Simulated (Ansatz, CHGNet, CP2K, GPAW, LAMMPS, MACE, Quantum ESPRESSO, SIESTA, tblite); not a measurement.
# Amorphous carbon (100 atoms) in SIESTA

Wanted: SIESTA inputs and outputs for amorphous carbon (100 atoms), checked against a plane-wave reference.

Program: SIESTA 5.4.2. Level of theory: the method is named at each step. Results are calculated unless marked as measured.

## (1) Set-up

The cell holds 100 atoms: 100 C. Its edges and angles: a = 10.470 Å, b = 10.470 Å, c = 10.470 Å, α = 90.0°, β = 90.0°, γ = 90.0°. 100 atoms (100 C) placed at random at 1.74 g/cm³, melted at 5500 K for 10 ps at fixed volume with the LCBOP (Los and Fasolino, Phys. Rev. B 68, 024107 (2003)). Quenched from 5500 K to 300 K at 100 K/ps and fixed volume, held 5 ps.

The yardstick, on the same geometry:

- method: Kohn-Sham DFT, PBE, SSSP efficiency 1.3.0 pseudopotentials, plane waves (Quantum ESPRESSO 7.5); sssp-pbe-1.3.0-efficiency, cutoffs 45/360 Ry, Γ point
- r.m.s. force component: 1.427 eV/Å
- longest force: 5.519 eV/Å
- pressure: -13.62 GPa
- time: 2.6 min on 2 MPI ranks of Arm Neoverse V2, shared host
- CPU time: 5.2 min

## (2) PBE, DZP, shift 0.01 Ry, mesh 300 Ry

Method: Kohn-Sham DFT, PBE, PseudoDojo 0.4.1 norm-conserving pseudopotentials (converted to PSML), numerical atomic orbitals (DZP), diagonalisation.

The .psml files are PseudoDojo norm-conserving potentials that we converted to this format, checked against plane waves on the same files for H, C, O, Si, Ge and Ca alone.

input.fdf

```
SystemLabel cell
NumberOfAtoms 100
NumberOfSpecies 1
%block ChemicalSpeciesLabel
  1 6 C
%endblock ChemicalSpeciesLabel
LatticeConstant 1.0 Ang
%block LatticeVectors
  10.46950 0.00000 0.00000
  0.00000 10.46950 0.00000
  0.00000 0.00000 10.46950
%endblock LatticeVectors
PAO.BasisSize DZP
PAO.EnergyShift 0.01 Ry
XC.Functional GGA
XC.Authors PBE
MeshCutoff 300 Ry
%block kgrid_Monkhorst_Pack
  1 0 0 0.0
  0 1 0 0.0
  0 0 1 0.0
%endblock kgrid_Monkhorst_Pack
SolutionMethod diagon
OccupationFunction FD
ElectronicTemperature 580 K
SCF.Mixer.Method Pulay
SCF.Mixer.Weight 0.05
SCF.Mixer.History 8
SCF.Mix Hamiltonian
MaxSCFIterations 300
SCF.DM.Tolerance 1e-04
SCF.H.Tolerance 1.0e-3 eV
WriteForces T
Write.HirshfeldPop T
Write.VoronoiPop T
Write.DM F
Write.H F
XML.Write F
AtomicCoordinatesFormat Fractional
%block AtomicCoordinatesAndAtomicSpecies
  0.46867 0.08807 0.66176 1
  0.29458 0.56485 0.37092 1
  0.26900 0.79303 0.20754 1
  0.25985 0.93802 0.61120 1
  0.40165 0.96118 0.61551 1
  0.76942 0.20338 0.78821 1
  0.68287 0.22402 0.89507 1
  0.19125 0.12554 0.70873 1
  0.60707 0.31261 0.62696 1
  0.40065 0.36338 0.43904 1
  0.38697 0.86635 0.01807 1
  0.46961 0.83509 0.59737 1
  0.95579 0.41607 0.24420 1
  0.90810 0.81193 0.23382 1
  0.58458 0.56400 0.64627 1
  0.52456 0.79083 0.48082 1
  0.68648 0.65278 0.61375 1
  0.47656 0.60989 0.71470 1
  0.81407 0.70230 0.66635 1
  0.63071 0.37543 0.07481 1
  0.37637 0.39545 0.01853 1
  0.97291 0.96082 0.91532 1
  0.12984 0.44342 0.07638 1
  0.99432 0.09854 0.88722 1
  0.86720 0.79422 0.56895 1
  0.49716 0.32521 0.06438 1
  0.94427 0.44869 0.48415 1
  0.51592 0.58342 0.00793 1
  0.37078 0.99940 0.98980 1
  0.93084 0.82969 0.95352 1
  0.41960 0.51151 0.94573 1
  0.42436 0.73352 0.67288 1
  0.90466 0.47029 0.02657 1
  0.34793 0.05741 0.86537 1
  0.38093 0.82918 0.28256 1
  0.46988 0.92751 0.25341 1
  0.03340 0.79219 0.26654 1
  0.24759 0.16119 0.28485 1
  0.16157 0.73842 0.27878 1
  0.82408 0.43560 0.92569 1
  0.95170 0.37023 0.36820 1
  0.19959 0.22316 0.03238 1
  0.39312 0.10195 0.07865 1
  0.09842 0.66268 0.48492 1
  0.54990 0.68788 0.08347 1
  0.99028 0.86103 0.58058 1
  0.57457 0.43816 0.57690 1
  0.73682 0.30523 0.69408 1
  0.23019 0.11521 0.83695 1
  0.34715 0.15208 0.37820 1
  0.38902 0.57418 0.82631 1
  0.14398 0.23743 0.34303 1
  0.95756 0.70796 0.87920 1
  0.47077 0.10720 0.80654 1
  0.07211 0.64258 0.95652 1
  0.03909 0.52319 0.01258 1
[... 40 atom lines left out ...]
  0.78627 0.80747 0.31027 1
  0.84226 0.49023 0.79639 1
  0.43704 0.74674 0.38123 1
  0.27522 0.78170 0.06615 1
%endblock AtomicCoordinatesAndAtomicSpecies
```

The run is started by

```console
$ OMP_NUM_THREADS=1 mpirun -np 2 siesta < input.fdf > output.txt
```

The program printed:

```text
Version         : 5.4.2
reinit: System Name:
reinit: System Label: cell
initatom: Reading input for the pseudopotentials and atomic orbitals ----------
Species number:   1 Atomic number:    6 Label: C
Ground state valence configuration (from tables):   2s02  2p02  3d00  4f00
---- Processing specs for species: C
GGA--PBE XC_GGA_X_PBE--XC_GGA_C_PBE pb
C pseudopotential only contains V_ls up to l=1 -- lmxkb reset.
Using PAO.SplitTailNorm
%block ChemicalSpeciesLabel
    1    6 C                       # Species index, atomic number, species label
%endblock ChemicalSpeciesLabel
%block PAO.Basis                 # Define Basis set
C                     2                    # Species label, number of l-shells
 n=2   0   2                         # n, l, Nzeta
   4.484      3.048
   1.000      1.000
 n=2   1   2 P   1                   # n, l, Nzeta, Polarization, NzetaPol
   5.436      3.692
   1.000      1.000
%endblock PAO.Basis
coor:   Atomic-coordinates input format  =     Fractional
siesta: System type = bulk
initatomlists: Number of atoms, orbitals, and projectors:    100  1300   800
siesta: ******************** Simulation parameters ****************************
Total number of electrons:   400.000000
Total ionic charge:   400.000000
 Kpoints in:            1 . Kpoints trimmed:            1
siesta: k-grid: Number of k-points = 1
siesta: k-points from Monkhorst-Pack grid
siesta: k-cutoff (effective) =     5.235 Ang
siesta: k-point supercell and displacements
siesta: k-grid:     1     0     0      0.000
siesta: k-grid:     0     1     0      0.000
siesta: k-grid:     0     0     1      0.000
                     ====================================
                        Single-point calculation
                     ====================================
outcell: Unit cell vectors (Ang):
       10.469500    0.000000    0.000000
        0.000000   10.469500    0.000000
        0.000000    0.000000   10.469500
outcell: Cell vector modules (Ang)   :   10.469500   10.469500   10.469500
outcell: Cell angles (23,13,12) (deg):     90.0000     90.0000     90.0000
outcell: Cell volume (Ang**3)        :   1147.5664
Gamma-point calculation with multiply-connected orbital pairs
Gamma-point calculation with multiply-connected orbital pairs
Folding of H and S implicitly performed
Folding of H and S implicitly performed
new_DM -- step:     1
Initializing Density Matrix...
Attempting to read DM from file... Failed...
DM filled with atomic data:
InitMesh: MESH = 120 x 120 x 120 = 1728000
InitMesh: Mesh cutoff (required, used) =   300.000   363.089 Ry
stepf: Fermi-Dirac step function
        iscf     Eharris(eV)        E_KS(eV)     FreeEng(eV)     dDmax    Ef(eV) dHmax(eV)
   scf:    1   -16201.601008   -16254.504006   -16254.672536  1.857104 -5.364385  5.921981
   scf:    2   -16261.438207   -16258.482837   -16258.671795  0.069565 -5.306171  3.854744
   scf:    3   -16262.366008   -16261.015285   -16261.236348  0.086079 -5.203893  2.234349
   scf:    4   -16263.170718   -16262.289901   -16262.520358  0.032802 -5.079040  1.384993
   scf:    5   -16263.133250   -16262.854305   -16263.102502  0.043564 -4.940520  1.591771
   scf:    6   -16263.577174   -16263.287673   -16263.531521  0.030269 -4.840168  0.775499
   scf:    7   -16263.619171   -16263.494430   -16263.735220  0.019974 -4.767837  0.527504
   scf:    8   -16263.595877   -16263.562958   -16263.809206  0.020537 -4.737891  0.253032
   scf:    9   -16263.604242   -16263.587398   -16263.832776  0.003690 -4.728782  0.103058
   scf:   10   -16263.602297   -16263.595747   -16263.840509  0.002296 -4.726878  0.071979
   scf:   11   -16263.602244   -16263.599280   -16263.843315  0.001968 -4.727759  0.029883
   scf:   12   -16263.602418   -16263.600938   -16263.844743  0.001440 -4.729215  0.024237
[...]
scf:   18   -16263.602408   -16263.602412   -16263.846620  0.000233 -4.736423  0.003463
   scf:   19   -16263.602360   -16263.602387   -16263.846638  0.000213 -4.736930  0.002133
   scf:   20   -16263.602283   -16263.602336   -16263.846644  0.000134 -4.737584  0.001817
   scf:   21   -16263.602329   -16263.602332   -16263.846645  0.000037 -4.737758  0.001298
   scf:   22   -16263.602331   -16263.602332   -16263.846646  0.000062 -4.737984  0.000473
SCF Convergence by DM+H criterion
max |DM_out - DM_in|         :     0.0000615513
max |H_out - H_in|      (eV) :     0.0004728829
SCF cycle converged after 22 iterations
Using DM_out to compute the final energy and forces
siesta: E_KS(eV) =           -16263.6023
siesta: E_KS - E_eggbox =    -16263.6023
siesta: Atomic forces (eV/Ang):
     1    0.081222    1.185514   -0.743732
     2    2.072788    0.806636   -0.165963
     3   -0.118259   -0.709354   -2.007346
     4    3.800350    0.033181    0.198074
     5   -1.888853   -0.016148    0.066621
     6    4.459469   -0.979064   -2.093709
     7    0.464280    2.976114    0.080143
     8    0.382571    0.112572    0.124986
     9   -0.267830   -0.384058    0.314031
    10   -0.963727   -0.710151   -0.260053
    11    0.437908   -1.712839    1.442110
    12   -1.028561    2.498195    0.710565
[...]
96    0.197219   -0.237060    1.247836
    97    0.981989    0.210636    4.039182
    98    0.452136    1.201405   -0.799671
    99   -0.165579    4.246812   -1.076076
   100   -0.400707   -1.077901   -3.835710
----------------------------------------
   Tot   -0.003753   -0.001803    0.000263
----------------------------------------
   Max    5.025346
   Res    1.490436    sqrt( Sum f_i^2 / 3N )
----------------------------------------
   Max    5.025346    constrained
Stress tensor Voigt[x,y,z,yz,xz,xy] (kbar):      112.50       61.27       90.09       19.91       26.49       21.20
(Free)E + p*V (eV/cell)   -16326.8439
Target enthalpy (eV/cell)   -16263.8466
siesta: Program's energy decomposition (eV):
siesta: Ebs     =     -5290.053636
siesta: Eions   =     28216.171806
siesta: Ena     =      7522.842903
siesta: Ekin    =     10831.057772
siesta: Enl     =      -501.799742
siesta: DEna    =      -217.360219
siesta: DUscf   =        18.515635
siesta: Ex      =     -5201.530644
siesta: Ec      =      -499.156230
siesta: Exc     =     -5700.686875
siesta: Eharris =    -16263.602331
siesta: Etot    =    -16263.602332
siesta: FreeEng =    -16263.846646
siesta: Final energy (eV):
siesta:  Band Struct. =   -5290.053636
siesta:       Kinetic =   10831.057772
siesta:       Hartree =    8218.147983
siesta:         Exch. =   -5201.530644
siesta:         Corr. =    -499.156230
siesta:   Exch.-corr. =   -5700.686875
siesta:  Ion-electron =  -26344.092644
siesta:       Ion-ion =   -3268.028567
siesta:         Total =  -16263.602332
siesta:         Fermi =      -4.737984
siesta: Stress tensor (static) (eV/Ang**3):
siesta:     0.070217    0.013231    0.016536
siesta:     0.013231    0.038240    0.012429
siesta:     0.016536    0.012428    0.056233
siesta: Cell volume =       1147.566400 Ang**3
siesta: Pressure (static):
siesta:                Solid            Molecule  Units
siesta:          -0.00059790         -0.00090845  Ry/Bohr**3
siesta:          -0.05489642         -0.08340989  eV/Ang**3
siesta:         -87.95376850       -133.63737388  kBar
    Orbital volume contribution        =          37.970228 eV
    (Free)E + p_basis*V_orbitals       =      -16225.876418 eV
    (Free)Eharris+ p_basis*V_orbitals  =      -16225.876418 eV
Hirshfeld Atomic Populations:
Atom #   charge [q] valence [e]  Species
     1     0.011409    3.988591  C
     2    -0.012872    4.012872  C
     3    -0.018568    4.018568  C
     4    -0.003213    4.003213  C
     5    -0.000160    4.000160  C
     6    -0.005278    4.005278  C
     7     0.000034    3.999966  C
     8    -0.006098    4.006098  C
     9    -0.013682    4.013682  C
    10     0.010720    3.989280  C
    11     0.007831    3.992169  C
    12    -0.007595    4.007595  C
[...]
--------------------
 Total    -0.000029
Voronoi Atomic Populations:
Atom #   charge [q] valence [e]  Species
[...]
96     0.005692    3.994308  C
    97     0.023283    3.976717  C
    98    -0.009495    4.009495  C
    99     0.010200    3.989800  C
   100     0.014329    3.985671  C
--------------------
 Total    -0.000029
```

Wall time 2.6 min (2 MPI ranks of Arm Neoverse V2, shared host); peak memory 1.5 GiB; 5.2 min of CPU time.

Banners, paths, timers and routine set-up lines are dropped from the logs unmarked, and long logs keep their key lines alone; longer cuts are marked.

Against the reference:

```
r.m.s. force component                  : 1.49 eV/Å
r.m.s. difference of force components   : 228.1 meV/Å
longest difference of force vectors     : 1125 meV/Å
force difference over r.m.s. force      : 15.98 %
slope of forces against the reference's : 1.033
correlation of force components         : 0.9887
pressure                                : -8.795 GPa
pressure difference                     : 4.823 GPa
```

This run lies far from the reference in forces at the same functional.

A closer look about C24, which bears the longest force: 10 atoms, nearest first, numbered in the order of the input, with positions taken from that point.

```
atom      x      y      z  distance (Å)  bonds  Hirshfeld charge (e)     Fx     Fy  Fz (eV/Å)
 C24   0.00   0.00   0.00          0.00      3                  0.00  -0.47  -5.03       1.44
 C22  -0.22  -1.44   0.29          1.49      2                  0.00  -0.50   1.96      -0.03
 C78  -0.92   0.49  -1.13          1.54      3                  0.00  -3.07   0.83      -0.52
 C72   1.44   0.55   0.46          1.61      3                 -0.05  -1.11  -0.25      -0.48
 C49   2.47   0.17  -0.53          2.53      3                 -0.01  -1.39   0.15      -1.88
 C80  -0.40   0.24  -2.57          2.61      3                  0.02   0.47   2.88      -0.20
  C8   2.06   0.28  -1.87          2.80      2                 -0.01   0.38   0.11       0.12
  C6  -2.35   1.10  -1.04          2.80      3                 -0.01   4.46  -0.98      -2.09
 C42   2.15   1.30   1.52          2.94      3                  0.01   0.00  -0.06       2.69
 C30  -0.66  -2.81   0.69          2.97      3                 -0.01   0.88   3.70       1.04
```

Forces lie 16 % from the reference's, at 1.0 times its CPU time.

## (3) PBE, SZ, shift 0.01 Ry, mesh 300 Ry

Method: Kohn-Sham DFT, PBE, PseudoDojo 0.4.1 norm-conserving pseudopotentials (converted to PSML), numerical atomic orbitals (SZ), diagonalisation.

input.fdf: that of step 2 with these lines changed.

```diff
@@ -12,3 +12,3 @@
 %endblock LatticeVectors
-PAO.BasisSize DZP
+PAO.BasisSize SZ
 PAO.EnergyShift 0.01 Ry
```

The run is started by

```console
$ OMP_NUM_THREADS=1 siesta < input.fdf > output.txt
```

The program printed:

```text
Version         : 5.4.2
reinit: System Name:
reinit: System Label: cell
initatom: Reading input for the pseudopotentials and atomic orbitals ----------
Species number:   1 Atomic number:    6 Label: C
Ground state valence configuration (from tables):   2s02  2p02  3d00  4f00
---- Processing specs for species: C
GGA--PBE XC_GGA_X_PBE--XC_GGA_C_PBE pb
C pseudopotential only contains V_ls up to l=1 -- lmxkb reset.
Using PAO.SplitTailNorm
%block ChemicalSpeciesLabel
    1    6 C                       # Species index, atomic number, species label
[... lines left out ...]
stepf: Fermi-Dirac step function
        iscf     Eharris(eV)        E_KS(eV)     FreeEng(eV)     dDmax    Ef(eV) dHmax(eV)
[... lines left out ...]
SCF Convergence by DM+H criterion
[... lines left out ...]
SCF cycle converged after 22 iterations
[... lines left out ...]
   Max    5.458459
[... lines left out ...]
   Max    5.458459    constrained
Stress tensor Voigt[x,y,z,yz,xz,xy] (kbar):      -82.86     -130.70      -93.70       30.65       18.82        6.93
[... lines left out ...]
siesta: FreeEng =    -16127.198760
[... lines left out ...]
siesta:       Kinetic =   10131.992248
siesta:       Hartree =    7486.692962
siesta:         Exch. =   -5034.277856
siesta:         Corr. =    -502.742698
siesta:   Exch.-corr. =   -5537.020555
siesta:  Ion-electron =  -24940.595249
siesta:       Ion-ion =   -3268.028567
siesta:         Total =  -16126.959161
siesta:         Fermi =      -5.906646
siesta: Stress tensor (static) (eV/Ang**3):
siesta:    -0.051719    0.004324    0.011749
siesta:     0.004324   -0.081575    0.019132
siesta:     0.011749    0.019132   -0.058482
siesta: Cell volume =       1147.566400 Ang**3
siesta: Pressure (static):
siesta:                Solid            Molecule  Units
siesta:           0.00069624          0.00033897  Ry/Bohr**3
siesta:           0.06392571          0.03112279  eV/Ang**3
siesta:         102.42028547         49.86421146  kBar
    Orbital volume contribution        =          19.432144 eV
    (Free)E + p_basis*V_orbitals       =      -16107.766616 eV
    (Free)Eharris+ p_basis*V_orbitals  =      -16107.766622 eV
Hirshfeld Atomic Populations:
Atom #   charge [q] valence [e]  Species
     1     0.016805    3.983195  C
     2    -0.017202    4.017202  C
     3    -0.021864    4.021864  C
[...]
--------------------
 Total    -0.000015
Voronoi Atomic Populations:
Atom #   charge [q] valence [e]  Species
[...]
99     0.003060    3.996940  C
   100     0.012948    3.987052  C
--------------------
 Total    -0.000016
```

Wall time 78 s (1 thread); peak memory 0.61 GiB.

Compared with the plane-wave run:

| Property | Result |
| --- | --- |
| r.m.s. force component | 1.821 eV/Å |
| r.m.s. difference of force components | 889.3 meV/Å |
| longest difference of force vectors | 4760 meV/Å |
| force difference over r.m.s. force | 62.32 % |
| slope of forces against the reference's | 1.12 |
| correlation of force components | 0.8776 |
| pressure | 10.24 GPa |
| pressure difference | 23.86 GPa |

This is a coarse setting, run to see what it loses.

Against the first run (16 %), the force difference from the reference is 62 %, at 0.25 times the CPU time (on 1 against 2 cores), with 400 basis functions against 1300: the smaller basis costs accuracy.

(Continued in part 2 of 2.)

[Also dropped from logs without a mark: logging warnings of Python, and SIESTA's first energy breakdown and zero terms.]

[Logs are printed without paths, hosts, clocks, repeated set-up lines and the standing remarks that a program may print on its own settings, such as how far it seeks lower states.]

[Hosts, paths, dates, database ids (printed as entryN), source tags and the programs' standing remarks are cut or masked in the printed files.]
